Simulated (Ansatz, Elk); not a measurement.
# Na6GeSb: X-ray structure factors from the self-consistent density

Structure refinements treat a crystal as free atoms side by side. For a made-up structure of Na6GeSb (cell and positions from a PBE relaxation) the runs below show what the calculated density changes in F(hkl).

Program: Elk 11.2.3 (patched build). Level of theory: DFT, PBE, all-electron APW+lo, Dirac cores, scalar-relativistic bands, static density, no spin. Results are calculated unless marked as measured.

This account leaves out most program logs.

The structure was built from a prototype and need not be the compound's stable phase.

## (1) The structure

Symmetry: P-6m2, No. 187, hexagonal system. Conventional cell: a = 5.288 Å, b = 5.288 Å, c = 9.585 Å, α = 90.00°, β = 90.00°, γ = 120.00°. Nearest to Sb lie 11 Na at 3.05 to 3.47 Å. Nearest to Ge lie 11 Na at 3.05 to 3.46 Å. Nearest to Na lie 1 Ge at 3.15 Å and 7 Na at 3.28 to 3.47 Å and 3 Sb at 3.47 Å. Nearest to Na lie 1 Sb at 3.16 Å and 7 Na at 3.27 to 3.46 Å and 3 Ge at 3.46 Å. Nearest to Na lie 3 Sb at 3.05 Å and 6 Na at 3.47 Å. Nearest to Na lie 3 Ge at 3.05 Å and 6 Na at 3.46 Å. Farther neighbours are not listed.

## (2) Ground state and structure factors

An all-electron density is needed, since X-rays see the cores too. Task 0 finds the density and task 195 Fourier-transforms it; tshift is off so that phases refer to the origin typed.

elk.in

```
tasks
  0
  195

xctype
  20

spinpol
  .false.

rgkmax
  7.0

gmaxvr
  14.0

lmaxo
  7

lmaxapw
  8

swidth
  0.002

tshift
  .false.

ramdisk
  .false.

hmaxvr
  5.5

maxscl
  120

epspot
  1e-06

sppath
  './'

avec
  9.99285387680 -0.00000000000 0.00000000000
  -4.99642693840 8.65406531361 0.00000000000
  0.00000000000 0.00000000000 18.11235777868

atoms
  3
  'Sb.in'
  1
  -0.0000000000 0.0000000000 0.5000000000   0.000000 0.000000 0.000000
  'Ge.in'
  1
  0.6666666667 0.3333333333 -0.0000000000   0.000000 0.000000 0.000000
  'Na.in'
  6
  0.6666666667 0.3333333333 0.3288817537   0.000000 0.000000 0.000000
  -0.0000000000 0.0000000000 0.1704418458   0.000000 0.000000 0.000000
  -0.0000000000 0.0000000000 0.8295581542   0.000000 0.000000 0.000000
  0.6666666667 0.3333333333 0.6711182463   0.000000 0.000000 0.000000
  0.3333333333 0.6666666667 0.5000000000   0.000000 0.000000 0.000000
  0.3333333333 0.6666666667 -0.0000000000   0.000000 0.000000 0.000000

ngridk
  5 5 3
```

Command:

```sh
> OMP_NUM_THREADS=4 elk
```

The job ended after 2.1 min (4 threads of Arm Neoverse V1, shared host; peak memory 0.34 GiB).

SFACRHO.OUT:

```text

h k l indices transformed by vhmat matrix:
   1.000000000       0.000000000       0.000000000    
   0.000000000       1.000000000       0.000000000    
   0.000000000       0.000000000       1.000000000    

      h      k      l  multipl.   |H|            Re(F)            Im(F)           |F|

      0      0      0      1   0.0000000       149.00000      0.41038655E-16   149.00000    
      0      0      1      2  0.34690046      -18.563341     -0.98736487E-14   18.563341    
      0      0     -2      2  0.69380093       75.348981     -0.10021345E-13   75.348981    
      0      1      0      3  0.72603858       32.301600       25.587553       41.208206    
     -1      1      0      3  0.72603858       32.301600      -25.587553       41.208206    
     -1      1     -1      6  0.80465642      -47.095503      -17.268349       50.161562    
     -1      0     -1      6  0.80465642      -47.095503       17.268349       50.161562    
      1     -1     -2      6   1.0042369       16.511287     -0.33013207       16.514587    
     -1      1      2      6   1.0042369       16.511287      0.33013207       16.514587    
      0      0      3      2   1.0407014      -16.536586     -0.95787779E-13   16.536586    
     -1     -1      0      6   1.2575357       118.09118      0.64891421E-13   118.09118    
      1      0      3      6   1.2689332      -79.453380      -36.846741       87.581516    
     -1      0     -3      6   1.2689332      -79.453380       36.846741       87.581516    
      1     -2     -1     12   1.3045060      -15.357662      0.11019639E-07   15.357662    
      0      0     -4      2   1.3876019       68.362897     -0.32230686E-13   68.362897    
     -1      2     -2     12   1.4362297       63.293205      0.17579584E-10   63.293205    
     -2      0      0      3   1.4520772       27.320179      -21.486207       34.757004    
     -2      2      0      3   1.4520772       27.320179       21.486207       34.757004
```

Elk indexes on the primitive cell of elk.in and gives |H| = 4π sin θ/λ in inverse bohr. Below, one row stands for each form hkl of the conventional cell (m members, Friedel mates merged), F is for one primitive cell and the density is static (no thermal factor). Free-atom factors are Waasmaier and Kirfel's, and R is Σm||F|−|F'||/Σm|F|.

```csv
hkl,m,sin θ/λ (Å⁻¹),"abs F, DFT",neutral atoms,diff.,abs of complex diff.
001,2,0.052,18.563,18.523,+0.041,0.041
002,2,0.104,75.349,74.644,+0.705,0.705
100,6,0.109,41.208,40.842,+0.367,0.386
101,12,0.121,50.162,49.757,+0.404,0.409
102,12,0.151,16.515,16.458,+0.056,0.072
003,2,0.157,16.537,16.431,+0.106,0.106
110,6,0.189,118.091,118.517,-0.426,0.426
103,12,0.191,87.582,87.965,-0.383,0.385
111,12,0.196,15.358,15.423,-0.065,0.065
004,2,0.209,68.363,68.712,-0.349,0.349
112,12,0.216,63.293,63.566,-0.273,0.273
200,6,0.218,34.757,34.889,-0.132,0.132
201,12,0.225,42.862,43.020,-0.159,0.159
104,12,0.235,15.691,15.670,+0.021,0.097
202,12,0.242,14.631,14.631,+0.000,0.008
113,12,0.245,14.443,14.403,+0.040,0.040
005,2,0.261,14.436,14.321,+0.115,0.115
203,12,0.269,77.607,77.882,-0.275,0.280
```

## (3) The highest occupied states alone

An energy window below the Fermi level keeps the highest occupied states, to see at which angles they scatter; shallow core shells can lie inside it and anion s states outside. No new self-consistency is needed.

elk.in: that of step 2 with these lines changed.

```diff
@@ -1,3 +1,2 @@
 tasks
-  0
   195
@@ -40,2 +39,5 @@
 
+wsfac
+  -0.321320 0.346170
+
 sppath
```

Command:

```sh
> OMP_NUM_THREADS=4 elk
```

It took 36 s on 4 threads; peak memory 0.23 GiB.

States within 10 eV below the Fermi level hold 15.00 electrons; any levels below the window count with the cores. Their amplitudes can exceed the total, where window and core parts have opposite phase:

```csv
hkl,sin θ/λ (Å⁻¹),"abs F, window","abs F, all"
001,0.052,0.836,18.563
002,0.104,5.525,75.349
100,0.109,2.692,41.208
101,0.121,3.637,50.162
102,0.151,1.217,16.515
003,0.157,0.139,16.537
110,0.189,0.798,118.091
103,0.191,0.612,87.582
111,0.196,0.191,15.358
004,0.209,0.349,68.363
```

## (4) Another functional

The difference from free atoms is small, so it is set against the change that PBEsol makes.

elk.in: that of step 3 with these lines changed.

```diff
@@ -1,2 +1,3 @@
 tasks
+  0
   195
@@ -4,3 +5,3 @@
 xctype
-  20
+  22
 
@@ -39,5 +40,2 @@
 
-wsfac
-  -0.321320 0.346170
-
 sppath
```

Command:

```sh
> OMP_NUM_THREADS=4 elk
```

Run time: 2 min. Hardware: 4 threads; peak memory 0.35 GiB; 5.5 min of CPU time.

Against the first run R = 0.03 %; the largest change is -0.047 at 306.

## (5) Basis size

The basis and the expansions that go with it are enlarged, to see whether the differences are converged.

elk.in: that of step 4 with these lines changed.

```diff
@@ -5,3 +5,3 @@
 xctype
-  22
+  20
 
@@ -11,12 +11,12 @@
 rgkmax
-  7.0
+  8.5
 
 gmaxvr
-  14.0
+  18.0
 
 lmaxo
-  7
+  9
 
 lmaxapw
-  8
+  10
```

Command:

```sh
> OMP_NUM_THREADS=4 elk
```

Wall time 7.6 min (4 threads); peak memory 0.88 GiB.

Against the first run R = 0.00 %; the largest change is -0.006 at 306.

## (6) Settings against the effect

```csv
run,R against the first run (%),"R against neutral atoms, low angle (%)",wall time
"PBE, rgkmax 7",0.00,0.38,2.1 min
PBEsol,0.03,0.39,2 min
rgkmax 8.5 with larger expansions,0.00,0.39,7.6 min
```

## (7) Summary of results

- R against neutral atoms, sin θ/λ < 0.3 Å⁻¹: 0.38 %
- R against neutral atoms, 0.3 to 0.66 Å⁻¹: 0.12 %

In words: Independent neutral atoms miss the calculated amplitudes by R = 0.38 % below 0.3 Å⁻¹ and 0.12 % from there to 0.66 Å⁻¹; by shells, 0.82 % below 0.15 Å⁻¹ (4 forms), 0.33 % 0.15 to 0.3 (18 forms), 0.17 % 0.3 to 0.45 (37 forms), 0.10 % above 0.45 (90 forms). Bonding, aspherical density and the tables' own atoms all enter these figures, and the runs don't part them. The largest change of an amplitude is +0.71 electrons, at 002. R counts amplitudes alone; phases shift too. The window's part falls from 15.0 electrons at the origin to at most 0.25 between 0.45 and 0.66 Å⁻¹. Below 0.3 Å⁻¹ the changes that finished (PBEsol and rgkmax 8.5 with larger expansions) move F by R = 0.01 % at most, against the 0.38 % that separates it from free atoms. The k-mesh has no finished test. Part of the difference isn't bonding: the tables are fits to free atoms and ions calculated by other methods than this functional. Thermal motion, anomalous dispersion and extinction are left out.

[Logs are printed without paths, hosts, clocks, repeated set-up lines and the standing remarks that a program may print on its own settings, such as how far it seeks lower states.]

[Hosts, paths, dates, database ids (printed as entryN), source tags and the programs' standing remarks are cut or masked in the printed files.]
